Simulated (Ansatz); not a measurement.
Consider BiOCl (P4/nmm).

The structure is tetragonal, space group P4/nmm (No. 129). The conventional cell has a = 3.886 Å, b = 3.886 Å, c = 7.349 Å, α = 90.00°, β = 90.00°, γ = 90.00°. Nearest to Bi lie 4 O at 2.31 Å and 4 Cl at 3.06 Å. Cl has 4 Bi at 3.06 Å nearest. O has 4 Bi at 2.31 Å nearest. Farther neighbours, and contacts between anions beyond the nearest, are not listed.

```
Bi Cl O
1.0
     3.88551    0.00000    0.00000
     0.00000    3.88551    0.00000
     0.00000    0.00000    7.34890
Bi Cl O
2 2 2
Direct
  0.50000 0.00000 0.32904
  0.00000 0.50000 0.67096
  0.00000 0.50000 0.14720
  0.50000 0.00000 0.85280
  0.00000 0.00000 0.50000
  0.50000 0.50000 0.50000
```

The cell and positions come from the Crystallography Open Database and are kept as given unless a step says otherwise. Spin-orbit coupling is left out unless a run names it.

Gaps computed with Ansatz 0.2.0 without a self-energy: HSE06 3.60 eV.

**Question.** What gap should G0W0 on HSE06 give (6×6×4 mesh, 659 empty bands, screening to 190 eV, hard PAW files)?

About 4.12 eV: on its mesh the run moves the gap from 3.66 eV by +0.46 eV. Bands and cutoff are finite, so the gap stands short of the basis limit, usually by up to a few tenths of an eV; the mesh is an error of its own. Where an edge is built on 6p states of lead, bismuth or thallium, scalar-relativistic gaps usually stand too wide, by a few tenths to over one eV. The many-body steps are scalar-relativistic: spin-orbit coupling is not in them.

[Long decimals in the printed logs are rounded to 6 places.]

[Logs are printed without paths, hosts, clocks, repeated set-up lines and the standing remarks that a program may print on its own settings, such as how far it seeks lower states.]

[Paths, hosts, dates, memory and timing lines, banners, echoed tables and standing remarks are left out of the program output; an Ansatz launch command may be rebuilt from the run's recorded settings. Measured values are a selection of at most five: reports struck by readers or far from the other reports are left out. None is set beside runs whose start may be inverted or whose files or cutoffs have a known fault.]

[Runs of the session that timed out or met a known fault of the program may be left out.]

[Cells called generated may have been cut or substituted from an entry of the Crystallography Open Database or the Materials Project.]

[Hosts, paths, dates, database ids (printed as entryN), source tags and the programs' standing remarks are cut or masked in the printed files.]

[Where the starting crystal was built by hand or by swapping elements, it need not be the compound's stable phase.]
